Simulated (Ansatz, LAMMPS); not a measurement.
# Molecular dynamics of glassy 68SiO2-14MgO-11ZnO-7BaO (mol %) (75 atoms)

How do the atoms of glassy 68SiO2-14MgO-11ZnO-7BaO (mol %) (75 atoms) move, and what local order do they keep?

Main program and level: Ansatz 0.2.0; Kohn-Sham DFT, PBE, PAW (set soft_2), plane waves.

## (1) The starting structure

The cell holds 75 atoms: 19 Si, 4 Mg, 3 Zn, 2 Ba and 47 O. Its edges and angles: a = 9.925 Å, b = 9.925 Å, c = 9.925 Å, α = 90.0°, β = 90.0°, γ = 90.0°. 75 atoms (19 Si, 4 Mg, 3 Zn, 2 Ba, 47 O) placed at random at 3.15 g/cm³, melted at 4000 K for 10 ps at fixed volume with the Morse and Coulomb pair potential with partial charges (Pedone, Malavasi, Menziani, Cormack and Segre, J. Phys. Chem. B 110, 11780 (2006)). Quenched from 4000 K to 300 K at 25 K/ps and fixed volume, held 5 ps, then minimised at fixed cell.

Before any run, some limits are plain. The quench rate of 25 K/ps far exceeds what a furnace or splat quench reaches, so expect more defects and frozen-in strain than in a real sample. The starting topology of bonds comes from the classical model, and needn't be the one that DFT or experiment would give. Only the Γ point is sampled, in a cell whose shortest periodic width is 10 Å. No spin–orbit coupling is included, so levels derived from the heavy atoms are approximate.

## (2) Dynamics at 400 K

Without a thermostat the total energy must stay constant, which tests forces and time step. The time step is 1.0 fs.

Contents of input.yaml:

```yaml
crystal:
  lattice:
    - [9.9253, 0.0, 0.0]
    - [0.0, 9.9253, 0.0]
    - [0.0, 0.0, 9.9253]
  atoms:
    - { symbol: Si, position: [0.82807, 0.63763, 0.24204] }
    - { symbol: Si, position: [0.02529, 0.97637, 0.36351] }
    - { symbol: Si, position: [0.30379, 0.94648, 0.02258] }
    - { symbol: Si, position: [0.33464, 0.60195, 0.66813] }
    [... 65 atom lines left out ...]
    - { symbol: O, position: [0.29598, 0.19763, 0.72025] }
    - { symbol: O, position: [0.94147, 0.92155, 0.01773] }
    - { symbol: O, position: [0.97875, 0.21509, 0.66418] }
    - { symbol: O, position: [0.54899, 0.30163, 0.62434] }
    - { symbol: O, position: [0.38181, 0.05316, 0.35577] }
    - { symbol: O, position: [0.69723, 0.71311, 0.19821] }
kpoints:
  mp_grid: { grid: [1, 1, 1] }
hamiltonian:
  xc: pbe
scf:
  occupations: { method: fixed }
output:
  forces: true
  stress: true
md:
  timestep: 1.0
  n_steps: 346
  ensemble: nve
  temperature: 400
  initial_velocities: maxwell_boltzmann
  seed: 329
```

Command:

```console
> ansatz run input.yaml --threads 4 --pin off --max-ram 8192MiB --backend cpu --events-out ev --progress --plain --runs-dir out
```

Elapsed: 26 min, on 4 threads of Arm Neoverse V2, shared host; peak memory 1.3 GiB; 1.7 h of CPU time.

The program notes that the SCF threshold is loose for the stress and it switched symmetry off.

The trajectory, sampled:

```
time (fs)  T (K)  potential (meV/atom)  conserved (meV/atom)
      0.0    400                   0.0                  0.00
     23.0    417                  -2.1                 -0.03
     46.0    358                   5.3                  0.00
     69.0    365                   4.4                 -0.02
     92.0    390                   1.2                 -0.05
    115.0    368                   4.1                  0.00
    138.0    342                   7.4                 -0.01
    161.0    363                   4.7                 -0.01
    185.0    352                   6.1                 -0.01
    208.0    395                   0.6                 -0.03
    231.0    398                   0.2                 -0.02
    254.0    381                   2.4                 -0.01
    277.0    419                  -2.4                 -0.02
    300.0    409                  -1.2                 -0.04
    323.0    372                   3.6                 -0.01
    346.0    396                   0.4                 -0.04
```

Mean square displacement from the first frame to the last: Si 0.031 Å², Mg 0.044 Å², Zn 0.077 Å², Ba 0.15 Å², O 0.070 Å².

Table of mean square displacement by time lag:

```
time lag (fs)  Ba (Å²)  Mg (Å²)   O (Å²)  Si (Å²)  Zn (Å²)
          1.0   1.7e-5   3.2e-5   5.4e-5   3.4e-5   1.6e-5
          8.0  0.00110  0.00201  0.00322  0.00203  0.00104
         15.0  0.00382  0.00659  0.00971  0.00588  0.00359
         22.0  0.00811   0.0126   0.0169  0.00956  0.00751
         29.0   0.0139   0.0189   0.0235   0.0120   0.0127
         36.0   0.0210   0.0242   0.0294   0.0136   0.0189
         44.0   0.0306   0.0289   0.0352   0.0154   0.0271
         51.0   0.0403   0.0320   0.0391   0.0171   0.0352
         58.0   0.0509   0.0348   0.0420   0.0190   0.0439
         65.0   0.0624   0.0377   0.0446   0.0209   0.0531
         72.0   0.0746   0.0406   0.0479   0.0229   0.0626
         79.0   0.0874   0.0434   0.0519   0.0246   0.0722
         87.0    0.103   0.0458   0.0564   0.0260   0.0830
         94.0    0.116   0.0471   0.0598   0.0269   0.0921
        101.0    0.130   0.0477   0.0628   0.0279    0.101
        108.0    0.143   0.0483   0.0656   0.0291    0.109
        115.0    0.156   0.0493   0.0684   0.0305    0.116
        122.0    0.169   0.0511   0.0710   0.0316    0.122
        130.0    0.183   0.0540   0.0737   0.0324    0.128
        137.0    0.195   0.0567   0.0759   0.0330    0.132
        144.0    0.206   0.0588   0.0783   0.0338    0.134
        151.0    0.216   0.0596   0.0804   0.0348    0.136
        158.0    0.225   0.0589   0.0821   0.0355    0.136
        165.0    0.233   0.0570   0.0830   0.0354    0.135
        173.0    0.242   0.0537   0.0838   0.0349    0.132
```

Over the second half of 346 fs the temperature averages 382 K with swings of 24 K r.m.s. The conserved energy stays within 0.05 meV/atom. From first frame to last Ba has the largest mean square displacement, 0.15 Å² at the end; the farthest move is 0.67 Å. Over this window the atoms only vibrate about their places. The run spans 0.35 ps, too short for its means to be equilibrium values.

## (3) Local order late in the run

The g(r) is a mean over the second half; what follows it is taken at the last frame.

Density 3.15 g/cm³, 13.04 Å³ an atom.

Mean of 14 frames. g(r), total and by pair (bins of 0.2 Å):

```
r (Å)  total   O-O   O-Si  O-Mg  O-Zn  O-Ba  Si-Si
 1.50   0.61  0.00   1.94  0.00  0.00  0.00   0.00
 1.70   3.28  0.00  10.23  0.14  0.25  0.00   0.00
 1.90   0.44  0.00   0.12  3.90  2.90  0.00   0.00
 2.10   0.46  0.00   0.00  4.21  3.54  0.00   0.00
 2.30   0.16  0.12   0.00  0.76  1.23  0.00   0.00
 2.50   0.74  1.68   0.05  0.05  0.78  0.68   0.00
 2.70   1.51  3.52   0.09  0.06  0.42  1.58   0.00
 2.90   0.90  1.41   0.10  0.38  0.35  3.04   1.14
 3.10   0.98  0.91   0.26  0.75  0.40  1.49   4.00
 3.30   0.96  0.92   0.73  0.68  0.42  0.89   1.56
 3.50   0.91  0.77   1.21  0.82  0.80  0.77   0.08
 3.70   1.04  0.81   1.48  0.84  0.90  0.89   0.34
 3.90   1.06  0.61   1.66  1.09  1.04  0.61   0.87
 4.10   1.15  0.68   1.77  1.46  1.58  0.65   1.05
 4.30   1.16  0.76   1.61  1.48  1.34  1.60   1.29
 4.50   0.97  0.75   0.97  1.71  1.31  1.26   1.17
 4.70   0.94  1.02   0.74  1.01  1.02  0.99   1.06
 4.90   1.06  1.40   0.71  0.85  1.16  0.92   1.11
```

Bonds by pair of elements; cutoffs follow the first minimum of g(r), held within bounds set by covalent radii, and pairs that aren't listed don't count as bonded:

```
pair A-B  cutoff (Å)  bonds  mean length (Å)  spread (Å)  shortest (Å)  B about A  A about B
    O-Si        2.16     77             1.65       0.051          1.57       1.64       4.05
    O-Mg        2.58     18             2.04       0.157          1.78      0.383        4.5
    O-Zn         2.5     14             2.13       0.223          1.79      0.298       4.67
    O-Ba        3.43     16             2.93       0.264          2.45       0.34          8
```

The cutoffs for O-Zn and O-Ba fall short of the minimum of g(r), so counts run low and odd coordinations can be artefacts.

How many atoms have how many bonded neighbours:

```
element  mean   2   3   4  5  7  9
     Ba     8   0   0   0  0  1  1
     Mg   4.5   0   0   2  2  0  0
      O  2.66  21  21   5  0  0  0
     Si  4.05   0   0  18  1  0  0
     Zn  4.67   0   0   1  2  0  0
```

Bond angles, per cent of each kind in bins of 5°:

```
angle (°)  O-Si-O  O-Mg-O  Si-O-Si  O-Zn-O  Ba-O-Si
    60–65     0.0     0.0      0.0     3.9      0.0
    65–70     0.0     0.0      0.0     7.7      0.0
    70–75     0.0     3.1      0.0     3.9      0.0
    75–80     0.0     6.2      0.0     3.9      0.0
    80–85     0.8     6.2      0.0     7.7      4.8
    85–90     2.5     9.4      0.0     7.7      0.0
    90–95     0.8    12.5      0.0     7.7     14.3
   95–100     5.9     6.2      0.0     7.7      4.8
  100–105    17.8    12.5      0.0     3.9      9.5
  105–110    29.7     9.4      0.0     0.0     23.8
  110–115    19.5     6.2      0.0     7.7      9.5
  115–120    13.6     3.1      0.0     0.0     19.0
  120–125     6.8     6.2      6.7    15.4      0.0
  125–130     0.8     0.0      6.7     0.0      4.8
  130–135     0.8     3.1     20.0    11.5      0.0
  135–140     0.0     3.1      6.7     3.9      0.0
  140–145     0.0     3.1     30.0     3.9      9.5
  145–150     0.0     0.0      6.7     0.0      0.0
  150–155     0.0     3.1     10.0     0.0      0.0
  155–160     0.0     3.1      6.7     3.9      0.0
  160–165     0.0     0.0      0.0     0.0      0.0
  165–170     0.8     3.1      6.7     0.0      0.0
```

Bond angles (no mean is given where the spread exceeds 20°):

```
  angle  count  mean (°)  spread (°)
 O-Si-O    118       109         9.8
 O-Mg-O     32         -           -
Si-O-Si     30       142        11.6
 O-Zn-O     26         -           -
Ba-O-Si     21       110        14.4
```

Oxygen atoms by the number of network formers (Si, P, Ge, B, Al, As, Ga) bound to them:

```
network formers bound to O  O atoms  per cent
                         0        0         0
                         1       17      36.2
                         2       30      63.8
```

Network units: each former by its oxygen neighbours and how many of them bridge to another former:

```
former  O neighbours  bridging O  atoms
    Si             4           1      1
    Si             4           2      1
    Si             4           3     12
    Si             4           4      4
    Si             5           5      1
```

Bond length by coordination (bonds to H left out):

```
element  coordination  atoms  mean bond length (Å)
     Ba             7      1                  2.82
     Ba             9      1                  3.01
     Mg             4      2                  1.94
     Mg             5      2                  2.12
      O             2     21                  1.67
      O             3     21                  2.00
      O             4      5                  2.20
     Si             4     18                  1.65
     Si             5      1                  1.74
     Zn             4      1                  1.99
     Zn             5      2                  2.18
```

Rings of the network by King's shortest-path rule, up to 12 atoms, one path for each pair of neighbours; H, halogens, alkali and alkaline-earth atoms are left out, and the last column divides by all other atoms, bonded or not:

```
ring size (atoms)  rings  per network atom
                4      3             0.043
                6      2             0.029
                8      7             0.101
               10     12             0.174
               12     14             0.203
```

For some of the pairs, g(r) has its first main peak near 2.7 Å (O-O), 1.6 Å (O-Si), 2.0 Å (O-Mg), 2.0 Å (O-Zn), 2.8 Å (O-Ba) and 3.1 Å (Si-Si). The O-Si-O angle averages 109° with a spread of 10°. Counting bonds to Si alone, not to Zn, 64 % of the oxygens join two of these atoms and 36 % one. The commonest Si unit has 4 oxygens, 3 of them shared with other formers (12 of 19 atoms). Rings of 12 atoms are the most common (37 % of those counted); sizes run from 4 to 12, where the search stops.

## (4) Single point at the last frame

The last frame is solved once more, with the analyses that the dynamics left out.

Contents of input.yaml:

```yaml
crystal:
  lattice:
    - [9.9253, 0.0, 0.0]
    - [0.0, 9.9253, 0.0]
    - [0.0, 0.0, 9.9253]
  atoms:
    - { symbol: Si, position: [0.81652, 0.63531, 0.23024] }
    - { symbol: Si, position: [0.02493, 0.97659, 0.35766] }
    - { symbol: Si, position: [0.32096, 0.92382, 0.03466] }
    - { symbol: Si, position: [0.33489, 0.58715, 0.65829] }
    [... 65 atom lines left out ...]
    - { symbol: O, position: [0.30103, 0.20121, 0.71676] }
    - { symbol: O, position: [0.94722, 0.92087, 0.00809] }
    - { symbol: O, position: [0.99884, 0.22158, 0.67124] }
    - { symbol: O, position: [0.55277, 0.29815, 0.61997] }
    - { symbol: O, position: [0.34674, 0.06546, 0.41212] }
    - { symbol: O, position: [0.68154, 0.71509, 0.18682] }
kpoints:
  mp_grid: { grid: [1, 1, 1] }
hamiltonian:
  xc: pbe
scf:
  occupations: { method: fixed }
output:
  forces: true
  stress: true
  populations: true
  dos:
    method: { smearing: { sigma: 0.08 } }
    de: 0.1
    projected: { site_lists: { Ba: [Ba], Mg: [Mg], O: [O], Si: [Si], Zn: [Zn] } }
  eigenvalues: true
  write_density: true
  write_potential: true
  volumetric_format: npy
```

Run time: 14 s. Hardware: 4 threads; peak memory 1.3 GiB.

The run gave:

| Quantity | Value |
| --- | --- |
| free energy | -68377.0846 eV |
| free energy per atom | -911.6945 eV/atom |
| SCF cycles | 9 |
| pressure | 0.4013 GPa |
| r.m.s. force component | 0.8987 eV/Å |
| longest force | 3.097 eV/Å |
| Fermi energy | 4.544 eV |
| gap (highest filled to lowest empty level) | 3.502 eV |
| spilling of the projection | 0.01196 |

Length of the force by element:

```
element  coordination  atoms  mean length of the force (eV/Å)  spread  least  most
     Ba           all      2                            0.757   0.379  0.378  1.14
     Mg           all      4                             1.11   0.604  0.334  1.81
      O           all     47                             1.35   0.682  0.212  2.99
     Si           all     19                             1.69   0.666  0.539  3.10
     Zn           all      3                             1.03   0.626  0.548  1.92
```

Löwdin charges by element (they lack the spilled electrons, 0.072 e an atom on average):

```
element  coordination  atoms  mean charge (e)  spread  least    most
     Ba           all      2             1.84  0.0091   1.83    1.85
     Mg           all      4             1.64  0.0073   1.63    1.64
      O           all     47           -0.882   0.108  -1.08  -0.755
     Si           all     19             1.69  0.0381   1.62    1.76
     Zn           all      3             1.50  0.0119   1.48    1.51
```

States in the cell by windows of 1 eV, zero at the Fermi level; the larger projections on atomic orbitals stand beside the total:

```
from (eV)  to (eV)  total   O p  Si p  Zn d
      -14      -12    0.0   0.0   0.0   0.0
      -12      -11    6.0   0.2   0.0   0.0
      -11      -10    6.0   0.5   0.0   0.0
      -10       -9    8.0   5.1   0.3   0.0
       -9       -8    9.5   6.4   0.7   0.0
       -8       -7   13.9   9.8   1.6   0.1
       -7       -6   20.5  15.1   3.7   0.5
       -6       -5   27.9  17.3   3.0   6.0
       -5       -4   48.5  26.8   3.0  15.7
       -4       -3   48.0  38.8   2.4   3.6
       -3       -2   56.0  50.4   1.5   1.6
       -2       -1   48.5  44.8   0.8   1.3
       -1        0   30.1  28.0   0.5   0.9
        0        1    1.0   0.9   0.0   0.0
        1        3    0.0   0.0   0.0   0.0
        3        4    2.0   0.1   0.0   0.0
        4        5    2.0   0.3   0.2   0.0
```

The curve was stored every 0.10 eV, coarse against its broadening of 0.08 eV, so these counts are rough.

With fixed occupations the program's Fermi level is the highest filled level; weight inside the gap is the broadening of levels at its edges.

Between -26 and -14 eV lie 96 more states.

The stored curve holds about 420 of the 454 electrons; the rest, give or take the few that broadening carries across the Fermi level, lie in deeper levels below its range.

The levels nearest the highest filled one (over half full), pooled over k-points and spins:

```
level less the highest filled one (eV)  occupation
                                -0.601           2
                                -0.550           2
                                -0.459           2
                                -0.334           2
                                -0.131           2
                                     0           2
                                  3.50           0
                                  4.82           0
                                  5.25           0
                                  5.52           0
                                  5.61           0
                                  5.68           0
```

Mean Löwdin charges: Ba +1.84, Mg +1.64, O -0.88, Si +1.69, Zn +1.50 e (they miss 1.2 % of the electrons, so they add up to more than the cell's charge).

## (5) Results

| Quantity | Value |
| --- | --- |
| mean temperature, second half | 382.4 K |
| temperature swing, second half | 24.21 K |
| mean pressure, second half | 0.0043 GPa |
| slope of the conserved energy against time, by least squares | -0.0326 meV/atom/ps |
| free energy per atom | -911.6945 eV/atom |
| pressure | 0.4013 GPa |
| r.m.s. force component | 0.8987 eV/Å |
| gap (highest filled to lowest empty level) | 3.502 eV |
| wall time of the 2 DFT runs | 27 min |

Over the second half of 346 fs the temperature averages 382 K with swings of 24 K r.m.s. The conserved energy stays within 0.05 meV/atom. The run spans 0.35 ps, too short for its means to be equilibrium values. Counting bonds to Si alone, not to Zn, 64 % of the oxygens join two of these atoms and 36 % one. Between filled and empty levels lie 3.50 eV (at Γ alone); a semilocal functional tends to put such gaps too low. In a disordered cell it changes from sample to sample, and tail or defect levels can set it.

Caveats: The stress is far from hydrostatic: its diagonal is 0.6, 2.2, -1.6 GPa, compression counted positive. The pressure of a single frame lacks the kinetic term, about 0.40 GPa here.

[Logs are printed without paths, hosts, clocks, repeated set-up lines and the standing remarks that a program may print on its own settings, such as how far it seeks lower states.]

[Hosts, paths, dates, database ids (printed as entryN), source tags and the programs' standing remarks are cut or masked in the printed files.]
